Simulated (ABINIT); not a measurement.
# Beyond one shot: KI (Fm-3m)

How far does self-consistency move the gap of KI (Fm-3m)?

Calculated with ABINIT 10.8.3; PBE and many-body steps on it, plane waves.

Report form: the programs' logs are mostly left out.

## 1. Starting point

The structure is cubic, space group Fm-3m (No. 225). The conventional cell has a = 7.066 Å, b = 7.066 Å, c = 7.066 Å, α = 90.00°, β = 90.00°, γ = 90.00°. Nearest to K lie 6 I at 3.53 Å. I has 6 K at 3.53 Å nearest. Farther neighbours and most contacts between anions are not listed.

Structure file:

```cif
data_structure
_symmetry_space_group_name_H-M 'Fm-3m'
_symmetry_Int_Tables_number 225
_cell_length_a 7.0655
_cell_length_b 7.0655
_cell_length_c 7.0655
_cell_angle_alpha 90.000
_cell_angle_beta 90.000
_cell_angle_gamma 90.000
_cell_volume 352.73
loop_
_atom_site_label
_atom_site_type_symbol
_atom_site_symmetry_multiplicity
_atom_site_Wyckoff_symbol
_atom_site_fract_x
_atom_site_fract_y
_atom_site_fract_z
_atom_site_occupancy
K1 K 4 a 0.00000 0.00000 0.00000 1
I1 I 4 b 0.50000 0.00000 0.00000 1
```

The cell and positions come from the Crystallography Open Database and are kept as given unless a step says otherwise. Spin-orbit coupling is left out unless a step names it.

## 2. Empty states on the mesh, 2×2×2 mesh, 48 bands

This step: ABINIT 10.8.3; DFT, PBE, plane waves, norm-conserving pseudopotentials.

The sums over transitions need many empty states on a uniform mesh; this step solves for them.

File run.abi:

```
acell 3*1.0 Angstrom
rprim 
  0.000000000000 3.532775000000 3.532775000000
  3.532775000000 0.000000000000 3.532775000000
  3.532775000000 3.532775000000 -0.000000000000
ntypat 2
znucl 19 53
natom 2
typat 1 2
xred 
  0.000000000000 0.000000000000 0.000000000000
  0.500000000000 0.500000000000 0.500000000000
pp_dirpath "pseudos"
pseudos "K.upf, I.upf"
ecut 33
ngkpt 2 2 2
nshiftk 1
shiftk 0 0 0
kptopt 1
chksymbreak 0
iscf -2
irdden 1
istwfk *1
nband 48
nbdbuf 4
tolwfr 1e-09
nstep 60
prtvol 0
indata_prefix "in"
outdata_prefix "out"
tmpdata_prefix "tmp"
```

Started as:

```sh
> OMP_NUM_THREADS=1 mpirun -n 3 abinit run.abi > log
```

Run time: 11 s. Hardware: 3 MPI ranks of Intel Xeon Platinum 8259CL at 2.50GHz (Skylake/Cascade Lake), shared host; peak memory 0.25 GiB.

This step gave:

* gap: 3.962 eV
* k of the valence top: 0, 0, 0
* k of the conduction bottom: 0, 0, 0
* least direct gap: 3.962 eV
* k points computed: 3
* lowest point of the top converged band, above the valence top: 29.47 eV

On this mesh the gap is 3.962 eV.

The density comes from a self-consistent run that is not shown.

## 3. Screening, 2×2×2 mesh, 44 bands, screening to 87.1 eV

The RPA dielectric matrix is built and inverted for each q.

This step: RPA screening on PBE, plane waves, norm-conserving pseudopotentials.

Edit run.abi of step 2 so:

```diff
@@ -20,10 +20,11 @@
 chksymbreak 0
-iscf -2
-irdden 1
 istwfk *1
-nband 48
-nbdbuf 4
-tolwfr 1e-09
-nstep 60
-prtvol 0
+occopt 1
+irdwfk 1
+optdriver 3
+nband 44
+ecuteps 3.2
+inclvkb 2
+awtr 1
+symchi 1
 indata_prefix "in"
```

Started as:

```sh
> OMP_NUM_THREADS=1 mpirun -n 4 abinit run.abi > log
```

Elapsed: 4.2 s, on 4 MPI ranks; peak memory 0.54 GiB; 16 s of CPU time.

Numbers from this step:

* ε∞ with local fields, on this mesh, along the program's q direction: 3.329
* the same without local fields: 4.040
* plasma frequency: 15.82 eV
* plane waves in the screening matrix: 169

Local fields lower ε∞ by 18 %. On a Γ-centred mesh this coarse the value itself is usually too large, while a short band sum pulls it down.

## 4. G0W0

The self-energy is evaluated for the states that the input lists, and the levels follow from it, in one-shot runs by the linearised quasiparticle equation.

This step: G0W0 on PBE, plane waves, norm-conserving pseudopotentials.

Edit run.abi of step 3 so:

```diff
@@ -23,8 +23,15 @@
 irdwfk 1
-optdriver 3
+optdriver 4
 nband 44
+gwcalctyp 0
+ecutsigx 33
+symsigma 1
+nkptgw 1
+kptgw 
+  0.0000000000 0.0000000000 0.0000000000
+bdgw 
+  6 12
 ecuteps 3.2
-inclvkb 2
-awtr 1
-symchi 1
+irdscr 1
+ppmodel 1
 indata_prefix "in"
```

Run time: 4.3 s. Hardware: 4 MPI ranks; peak memory 0.53 GiB; 16 s of CPU time.

Numbers from this step:

| Item | Value |
| --- | --- |
| G0W0 gap on the points computed | 5.517 eV |
| starting gap on the mesh | 3.962 eV |
| k of the valence top | 0, 0, 0 |
| k of the conduction bottom | 0, 0, 0 |
| Z at the valence top | 0.818 |
| Z at the conduction bottom | 0.851 |
| least direct G0W0 gap on the computed points | 5.517 eV |

The gap on the mesh goes from 3.96 eV to 5.52 eV, a correction of +1.55 eV.

## 5. QSGW, cycle 1

This step: QSGW on PBE, plane waves, norm-conserving pseudopotentials.

Edit run.abi of step 4 so:

```diff
@@ -25,10 +25,14 @@
 nband 44
-gwcalctyp 0
+gwcalctyp 28
 ecutsigx 33
-symsigma 1
-nkptgw 1
+symsigma 0
+nkptgw 3
 kptgw 
   0.0000000000 0.0000000000 0.0000000000
+  0.5000000000 0.0000000000 0.0000000000
+  0.5000000000 0.5000000000 0.0000000000
 bdgw 
-  6 12
+  1 15
+  1 15
+  1 15
 ecuteps 3.2
@@ -36,2 +40,3 @@
 ppmodel 1
+rhoqpmix 0.3
 indata_prefix "in"
```

It took 11 s on 4 MPI ranks; peak memory 1.1 GiB.

Numbers from this step:

| Item | Value |
| --- | --- |
| quasiparticle gap on the points computed | 5.84 eV |
| gap of the density functional on the mesh | 3.962 eV |
| k of the valence top | 0, 0, 0 |
| k of the conduction bottom | 0, 0, 0 |
| Z at the valence top | 1 |
| Z at the conduction bottom | 1 |
| least direct quasiparticle gap on the computed points | 5.84 eV |

Against G0W0 in ABINIT (2×2×2 mesh, 44 bands, screening to 87.1 eV, Godby-Needs plasmon pole), the gap moves by +0.323 eV.

## 6. Screening, 2×2×2 mesh, 44 bands, screening to 87.1 eV

This step: RPA screening on PBE, plane waves, norm-conserving pseudopotentials.

Edit run.abi of step 5 so:

```diff
@@ -23,20 +23,13 @@
 irdwfk 1
-optdriver 4
+optdriver 3
 nband 44
+ecuteps 3.2
+inclvkb 2
+awtr 1
+symchi 1
 gwcalctyp 28
-ecutsigx 33
-symsigma 0
-nkptgw 3
-kptgw 
-  0.0000000000 0.0000000000 0.0000000000
-  0.5000000000 0.0000000000 0.0000000000
-  0.5000000000 0.5000000000 0.0000000000
-bdgw 
-  1 15
-  1 15
-  1 15
-ecuteps 3.2
-irdscr 1
-ppmodel 1
-rhoqpmix 0.3
+mbpt_sciss 1.956 eV
+nqptdm 1
+qptdm 
+  0 0 0
 indata_prefix "in"
```

Wall time 3.9 s (4 MPI ranks); peak memory 0.54 GiB.

Numbers from this step:

```
ε∞ with local fields, on this mesh, along the program's q direction : 2.826
the same without local fields                                       : 3.329
plasma frequency                                                    : 15.82 eV
plane waves in the screening matrix                                 : 169
```

This screening uses the functional's bands under a rigid shift, the mean opening of the cycle before.

## 7. Screening, 2×2×2 mesh, 44 bands, screening to 87.1 eV

This step: RPA screening on PBE from quasiparticle energies and orbitals, plane waves, norm-conserving pseudopotentials.

Edit run.abi of step 6 so:

```diff
@@ -29,7 +29,8 @@
 symchi 1
+irdqps 1
 gwcalctyp 28
-mbpt_sciss 1.956 eV
-nqptdm 1
+nqptdm 2
 qptdm 
-  0 0 0
+  0.5000000000 0.0000000000 0.0000000000
+  0.5000000000 0.5000000000 0.0000000000
 indata_prefix "in"
```

File mrgscr.stdin:

```
2
merged
q0_SCR
out_SCR
1
```

Started as:

```sh
> OMP_NUM_THREADS=1 mpirun -n 4 abinit run.abi > log; mrgscr < mrgscr.stdin
```

Elapsed: 3.8 s, on 4 MPI ranks; peak memory 0.45 GiB.

Numbers from this step:

```yaml
plasma_frequency: 15.82 eV
plane_waves_in_the_screening_matrix: 169
```

This screening reads the quasiparticle levels of the cycle before.

## 8. QSGW, cycle 2

The corrected levels of the last cycle go back in.

This step: QSGW on PBE, plane waves, norm-conserving pseudopotentials.

Edit run.abi of step 7 so:

```diff
@@ -23,14 +23,21 @@
 irdwfk 1
-optdriver 3
+optdriver 4
 nband 44
-ecuteps 3.2
-inclvkb 2
-awtr 1
-symchi 1
-irdqps 1
 gwcalctyp 28
-nqptdm 2
-qptdm 
+ecutsigx 33
+symsigma 0
+nkptgw 3
+kptgw 
+  0.0000000000 0.0000000000 0.0000000000
   0.5000000000 0.0000000000 0.0000000000
   0.5000000000 0.5000000000 0.0000000000
+bdgw 
+  1 15
+  1 15
+  1 15
+ecuteps 3.2
+irdscr 1
+ppmodel 1
+irdqps 1
+rhoqpmix 0.3
 indata_prefix "in"
```

Started as:

```sh
> OMP_NUM_THREADS=1 mpirun -n 4 abinit run.abi > log
```

Elapsed: 11 s, on 4 MPI ranks; peak memory 1.1 GiB; 43 s of CPU time.

This step gave:

| Quantity | Value |
| --- | --- |
| quasiparticle gap on the points computed | 6.04 eV |
| gap of the density functional on the mesh | 3.962 eV |
| k of the valence top | 0, 0, 0 |
| k of the conduction bottom | 0, 0, 0 |
| least direct quasiparticle gap on the computed points | 6.04 eV |

Against the cycle before, the gap moves by +0.200 eV.

## 9. Screening, 2×2×2 mesh, 44 bands, screening to 87.1 eV

This step: RPA screening on PBE, plane waves, norm-conserving pseudopotentials.

Edit run.abi of step 8 so:

```diff
@@ -23,21 +23,13 @@
 irdwfk 1
-optdriver 4
+optdriver 3
 nband 44
+ecuteps 3.2
+inclvkb 2
+awtr 1
+symchi 1
 gwcalctyp 28
-ecutsigx 33
-symsigma 0
-nkptgw 3
-kptgw 
-  0.0000000000 0.0000000000 0.0000000000
-  0.5000000000 0.0000000000 0.0000000000
-  0.5000000000 0.5000000000 0.0000000000
-bdgw 
-  1 15
-  1 15
-  1 15
-ecuteps 3.2
-irdscr 1
-ppmodel 1
-irdqps 1
-rhoqpmix 0.3
+mbpt_sciss 2.146 eV
+nqptdm 1
+qptdm 
+  0 0 0
 indata_prefix "in"
```

The job ended after 4 s (4 MPI ranks; peak memory 0.41 GiB).

This step gave:

| Item | Value |
| --- | --- |
| ε∞ with local fields, on this mesh, along the program's q direction | 2.790 |
| the same without local fields | 3.278 |
| plasma frequency | 15.82 eV |
| plane waves in the screening matrix | 169 |

This screening uses the functional's bands under a rigid shift, the mean opening of the cycle before.

## 10. Screening, 2×2×2 mesh, 44 bands, screening to 87.1 eV

This step: RPA screening on PBE from quasiparticle energies and orbitals, plane waves, norm-conserving pseudopotentials.

Edit run.abi of step 9 so:

```diff
@@ -29,7 +29,8 @@
 symchi 1
+irdqps 1
 gwcalctyp 28
-mbpt_sciss 2.146 eV
-nqptdm 1
+nqptdm 2
 qptdm 
-  0 0 0
+  0.5000000000 0.0000000000 0.0000000000
+  0.5000000000 0.5000000000 0.0000000000
 indata_prefix "in"
```

mrgscr.stdin is that of step 7.

Started as:

```sh
> OMP_NUM_THREADS=1 mpirun -n 4 abinit run.abi > log; mrgscr < mrgscr.stdin
```

Elapsed: 3.7 s, on 4 MPI ranks; peak memory 0.45 GiB; 14 s of CPU time.

Numbers from this step:

- plasma frequency: 15.82 eV
- plane waves in the screening matrix: 169

This screening reads the quasiparticle levels of the cycle before.

## 11. QSGW, cycle 3

This step: QSGW on PBE, plane waves, norm-conserving pseudopotentials.

Edit run.abi of step 10 so:

```diff
@@ -23,14 +23,21 @@
 irdwfk 1
-optdriver 3
+optdriver 4
 nband 44
-ecuteps 3.2
-inclvkb 2
-awtr 1
-symchi 1
-irdqps 1
 gwcalctyp 28
-nqptdm 2
-qptdm 
+ecutsigx 33
+symsigma 0
+nkptgw 3
+kptgw 
+  0.0000000000 0.0000000000 0.0000000000
   0.5000000000 0.0000000000 0.0000000000
   0.5000000000 0.5000000000 0.0000000000
+bdgw 
+  1 15
+  1 15
+  1 15
+ecuteps 3.2
+irdscr 1
+ppmodel 1
+irdqps 1
+rhoqpmix 0.3
 indata_prefix "in"
```

Started as:

```sh
> OMP_NUM_THREADS=1 mpirun -n 4 abinit run.abi > log
```

The job ended after 11 s (4 MPI ranks; peak memory 1.1 GiB).

Numbers from this step:

```yaml
quasiparticle_gap_on_the_points_computed: 6.158 eV
gap_of_the_density_functional_on_the_mesh: 3.962 eV
k_of_the_valence_top: 0, 0, 0
k_of_the_conduction_bottom: 0, 0, 0
least_direct_quasiparticle_gap_on_the_computed_points: 6.158 eV
```

Against the cycle before, the gap moves by +0.118 eV.

## 12. Screening, 2×2×2 mesh, 44 bands, screening to 87.1 eV

This step: RPA screening on PBE, plane waves, norm-conserving pseudopotentials.

Edit run.abi of step 11 so:

```diff
@@ -23,21 +23,13 @@
 irdwfk 1
-optdriver 4
+optdriver 3
 nband 44
+ecuteps 3.2
+inclvkb 2
+awtr 1
+symchi 1
 gwcalctyp 28
-ecutsigx 33
-symsigma 0
-nkptgw 3
-kptgw 
-  0.0000000000 0.0000000000 0.0000000000
-  0.5000000000 0.0000000000 0.0000000000
-  0.5000000000 0.5000000000 0.0000000000
-bdgw 
-  1 15
-  1 15
-  1 15
-ecuteps 3.2
-irdscr 1
-ppmodel 1
-irdqps 1
-rhoqpmix 0.3
+mbpt_sciss 2.259 eV
+nqptdm 1
+qptdm 
+  0 0 0
 indata_prefix "in"
```

Wall time 3.9 s (4 MPI ranks); peak memory 0.54 GiB.

This step gave:

```
ε∞ with local fields, on this mesh, along the program's q direction : 2.770
the same without local fields                                       : 3.249
plasma frequency                                                    : 15.82 eV
plane waves in the screening matrix                                 : 169
```

This screening uses the functional's bands under a rigid shift, the mean opening of the cycle before.

## 13. Screening, 2×2×2 mesh, 44 bands, screening to 87.1 eV

This step: RPA screening on PBE from quasiparticle energies and orbitals, plane waves, norm-conserving pseudopotentials.

Edit run.abi of step 12 so:

```diff
@@ -29,7 +29,8 @@
 symchi 1
+irdqps 1
 gwcalctyp 28
-mbpt_sciss 2.259 eV
-nqptdm 1
+nqptdm 2
 qptdm 
-  0 0 0
+  0.5000000000 0.0000000000 0.0000000000
+  0.5000000000 0.5000000000 0.0000000000
 indata_prefix "in"
```

mrgscr.stdin is that of step 10.

Started as:

```sh
> OMP_NUM_THREADS=1 mpirun -n 4 abinit run.abi > log; mrgscr < mrgscr.stdin
```

It took 3.7 s on 4 MPI ranks; peak memory 0.48 GiB.

Numbers from this step:

- plasma frequency: 15.82 eV
- plane waves in the screening matrix: 169

This screening reads the quasiparticle levels of the cycle before.

## 14. QSGW, cycle 4

This step: QSGW on PBE, plane waves, norm-conserving pseudopotentials.

Edit run.abi of step 13 so:

```diff
@@ -23,14 +23,21 @@
 irdwfk 1
-optdriver 3
+optdriver 4
 nband 44
-ecuteps 3.2
-inclvkb 2
-awtr 1
-symchi 1
-irdqps 1
 gwcalctyp 28
-nqptdm 2
-qptdm 
+ecutsigx 33
+symsigma 0
+nkptgw 3
+kptgw 
+  0.0000000000 0.0000000000 0.0000000000
   0.5000000000 0.0000000000 0.0000000000
   0.5000000000 0.5000000000 0.0000000000
+bdgw 
+  1 15
+  1 15
+  1 15
+ecuteps 3.2
+irdscr 1
+ppmodel 1
+irdqps 1
+rhoqpmix 0.3
 indata_prefix "in"
```

Started as:

```sh
> OMP_NUM_THREADS=1 mpirun -n 4 abinit run.abi > log
```

Run time: 11 s. Hardware: 4 MPI ranks; peak memory 1.1 GiB.

Numbers from this step:

| Property | Result |
| --- | --- |
| quasiparticle gap on the points computed | 6.216 eV |
| gap of the density functional on the mesh | 3.962 eV |
| k of the valence top | 0, 0, 0 |
| k of the conduction bottom | 0, 0, 0 |
| least direct quasiparticle gap on the computed points | 6.216 eV |

Against the cycle before, the gap moves by +0.058 eV.

## 15. Screening, 2×2×2 mesh, 44 bands, screening to 87.1 eV

This step: RPA screening on PBE, plane waves, norm-conserving pseudopotentials.

Edit run.abi of step 14 so:

```diff
@@ -23,21 +23,13 @@
 irdwfk 1
-optdriver 4
+optdriver 3
 nband 44
+ecuteps 3.2
+inclvkb 2
+awtr 1
+symchi 1
 gwcalctyp 28
-ecutsigx 33
-symsigma 0
-nkptgw 3
-kptgw 
-  0.0000000000 0.0000000000 0.0000000000
-  0.5000000000 0.0000000000 0.0000000000
-  0.5000000000 0.5000000000 0.0000000000
-bdgw 
-  1 15
-  1 15
-  1 15
-ecuteps 3.2
-irdscr 1
-ppmodel 1
-irdqps 1
-rhoqpmix 0.3
+mbpt_sciss 2.311 eV
+nqptdm 1
+qptdm 
+  0 0 0
 indata_prefix "in"
```

The job ended after 3.8 s (4 MPI ranks; peak memory 0.54 GiB).

This step gave:

* ε∞ with local fields, on this mesh, along the program's q direction: 2.760
* the same without local fields: 3.237
* plasma frequency: 15.82 eV
* plane waves in the screening matrix: 169

This screening uses the functional's bands under a rigid shift, the mean opening of the cycle before.

(Continued in part 2 of 2.)

[Paths, hosts, dates, memory and timing lines, banners, echoed tables and standing remarks are left out of the program output.]

[Logs are printed without paths, hosts, clocks, repeated set-up lines and the standing remarks that a program may print on its own settings, such as how far it seeks lower states.]

[Runs of the session that timed out or met a known fault of the program may be left out.]

[No measured gap is set beside runs whose start may be inverted or whose files or cutoffs have a known fault.]

[Loops that did not settle are left out.]

[Hosts, paths, dates, database ids (printed as entryN), source tags and the programs' standing remarks are cut or masked in the printed files.]

[G0W0 gaps are taken among the corrected bands and points alone; a level outside them can change the order at an edge.]

[Where Ansatz stands beside ABINIT at settings called matched, ABINIT's density can come from a denser mesh and the files from another edition; pairs whose starting gaps differed by over 0.03 eV were left out, so agreement reads better than it is.]
